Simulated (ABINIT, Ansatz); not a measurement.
# SrTiO3 (Tausonite): changed settings of a GW run in ABINIT

A base run on SrTiO3 (Tausonite), then changed inputs.

Method: PBE and many-body steps on it, plane waves, in ABINIT 10.8.3.

Report form: the programs' logs are mostly left out.

## Step 1: The starting structure

It takes space group Pm-3m (No. 221, cubic). The conventional cell has a = 3.905 Å, b = 3.905 Å, c = 3.905 Å, α = 90.00°, β = 90.00°, γ = 90.00°. Sr has 12 O at 2.76 Å nearest. Nearest to Ti lie 6 O at 1.95 Å. Nearest to O lie 2 Ti at 1.95 Å and 4 Sr at 2.76 Å. Farther neighbours and most contacts between anions are not listed.

The cell and positions come from the Crystallography Open Database and are kept as given unless a step says otherwise.

## Step 2: Screening, 4×4×4 mesh, 238 bands, screening to 212.2 eV

This step: ABINIT 10.8.3; RPA screening on PBE, plane waves, norm-conserving pseudopotentials.

The RPA dielectric matrix is built and inverted for each q.

Contents of run.abi:

```
acell 3*1.0 Angstrom
rprim 
  3.905280000000 0.000000000000 0.000000000000
  0.000000000000 3.905280000000 0.000000000000
  0.000000000000 0.000000000000 3.905280000000
ntypat 3
znucl 38 22 8
natom 5
typat 1 2 3 3 3
xred 
  0.500000000000 0.500000000000 0.500000000000
  0.000000000000 0.000000000000 0.000000000000
  0.500000000000 0.000000000000 0.000000000000
  0.000000000000 0.500000000000 0.000000000000
  0.000000000000 0.000000000000 0.500000000000
pp_dirpath "pseudos"
pseudos "Sr.upf, Ti.upf, O.upf"
ecut 38
ngkpt 4 4 4
nshiftk 1
shiftk 0 0 0
kptopt 1
chksymbreak 0
istwfk *1
occopt 1
irdwfk 1
optdriver 3
nband 238
ecuteps 7.8
inclvkb 2
awtr 1
symchi 1
indata_prefix "in"
outdata_prefix "out"
tmpdata_prefix "tmp"
```

Launch:

```bash
$ OMP_NUM_THREADS=1 mpirun -n 8 abinit run.abi > log
```

Elapsed: 4.7 min, on 8 MPI ranks of Arm Neoverse N1, shared host; peak memory 2.8 GiB.

This step gave:

| Item | Value |
| --- | --- |
| ε∞ with local fields, on this mesh, along the program's q direction | 6.389 |
| the same without local fields | 6.777 |
| plasma frequency | 30.43 eV |
| plane waves in the screening matrix | 437 |

Local fields lower ε∞ by 6 %. On a Γ-centred mesh this coarse the value itself is usually too large, while a short band sum pulls it down.

## Step 3: Base

The self-energy is evaluated for the states that the input lists, and the levels follow from it, in one-shot runs by the linearised quasiparticle equation.

This step: G0W0 on PBE, plane waves, norm-conserving pseudopotentials.

run.abi: that of step 2 with these lines changed.

```diff
@@ -26,8 +26,17 @@
 irdwfk 1
-optdriver 3
+optdriver 4
 nband 238
+gwcalctyp 0
+ecutsigx 38
+symsigma 1
+nkptgw 2
+kptgw 
+  0.5000000000 0.5000000000 0.5000000000
+  0.0000000000 0.0000000000 0.0000000000
+bdgw 
+  18 23
+  18 23
 ecuteps 7.8
-inclvkb 2
-awtr 1
-symchi 1
+irdscr 1
+ppmodel 1
 indata_prefix "in"
```

It took 62 s on 8 MPI ranks; peak memory 2.9 GiB.

Numbers from this step:

```yaml
g0w0_gap_on_the_points_computed: 3.478 eV
starting_gap_on_the_mesh: 1.908 eV
k_of_the_valence_top: 0.5, 0.5, 0.5
k_of_the_conduction_bottom: 0, 0, 0
z_at_the_valence_top: 0.766
z_at_the_conduction_bottom: 0.78
least_direct_g0w0_gap_on_the_computed_points: 3.854 eV
```

The gap on the mesh goes from 1.91 eV to 3.48 eV, a correction of +1.57 eV.

## Step 4: Broadening of the poles

run.abi: that of step 3 with these lines changed.

```diff
@@ -41,2 +41,3 @@
 ppmodel 1
+zcut 0.01 eV
 indata_prefix "in"
```

Elapsed: 62 s, on 8 MPI ranks; peak memory 2.9 GiB.

Numbers from this step:

| Quantity | Value |
| --- | --- |
| G0W0 gap on the points computed | 3.478 eV |
| starting gap on the mesh | 1.908 eV |
| k of the valence top | 0.5, 0.5, 0.5 |
| k of the conduction bottom | 0, 0, 0 |
| Z at the valence top | 0.766 |
| Z at the conduction bottom | 0.78 |
| least direct G0W0 gap on the computed points | 3.854 eV |

Against G0W0 in ABINIT (4×4×4 mesh, 238 bands, screening to 212.2 eV, Godby-Needs plasmon pole), the gap moves by +0.000 eV.

## Step 5: Contour deformation on a plasmon-pole file

run.abi: that of step 4 with these lines changed.

```diff
@@ -28,3 +28,3 @@
 nband 238
-gwcalctyp 0
+gwcalctyp 2
 ecutsigx 38
@@ -40,4 +40,2 @@
 irdscr 1
-ppmodel 1
-zcut 0.01 eV
 indata_prefix "in"
```

Run time: 6.5 s. Hardware: 8 MPI ranks; peak memory 1.7 GiB.

The run stopped with an error after 6.5 s.

The fault put into this input: contour deformation on a plasmon-pole file.

## Step 6: Side by side

Times are wall times on 8 MPI ranks of Arm Neoverse N1, shared host, good to a factor of about two. A run's time includes the screening step that it read.

```csv
run,mesh,bands,screening cutoff (eV),DFT gap (eV),gap on the mesh (eV),direct (eV),ε∞ used,time
base,4×4×4,238,212.2,1.908,3.478,3.854,6.39,5.7 min
broadening of the poles,4×4×4,238,212.2,1.908,3.478,3.854,6.39,5.7 min
```

## Step 7: Outcome

```json
{
 "base": "3.478 eV",
 "broadening of the poles": "3.478 eV",
 "known limits": "not at the basis limit; no spin-orbit coupling; coarse k mesh"
}
```

Broadening of the poles: no change against base (keys changed: zcut). Bands and cutoff are finite, so the gap is not at the basis limit. The miss can reach some tenths of an eV and take either sign; the mesh is an error of its own. In the first G0W0 run levels were corrected at 2 k points alone, so a gap called «on the mesh» is the least over those, and an edge elsewhere would be missed. The 4×4×4 mesh is coarse for this cell, which bears on the long-range parts of exchange and screening. This is the ideal cubic cell; many perovskites, halides above all, are cubic only on average, and local tilts or off-centring can widen the gap. The many-body steps are scalar-relativistic: spin-orbit coupling is not in them.

[Paths, hosts, dates, memory and timing lines, banners, echoed tables and standing remarks are left out of the program output.]

[Logs are printed without paths, hosts, clocks, repeated set-up lines and the standing remarks that a program may print on its own settings, such as how far it seeks lower states.]

[Runs of the session that timed out or met a known fault of the program may be left out.]

[No measured gap is set beside runs whose start may be inverted or whose files or cutoffs have a known fault.]

[Hosts, paths, dates, database ids (printed as entryN), source tags and the programs' standing remarks are cut or masked in the printed files.]

[G0W0 gaps are taken among the corrected bands and points alone; a level outside them can change the order at an edge.]

[Where Ansatz stands beside ABINIT at settings called matched, ABINIT's density can come from a denser mesh and the files from another edition; pairs whose starting gaps differed by over 0.03 eV were left out, so agreement reads better than it is.]
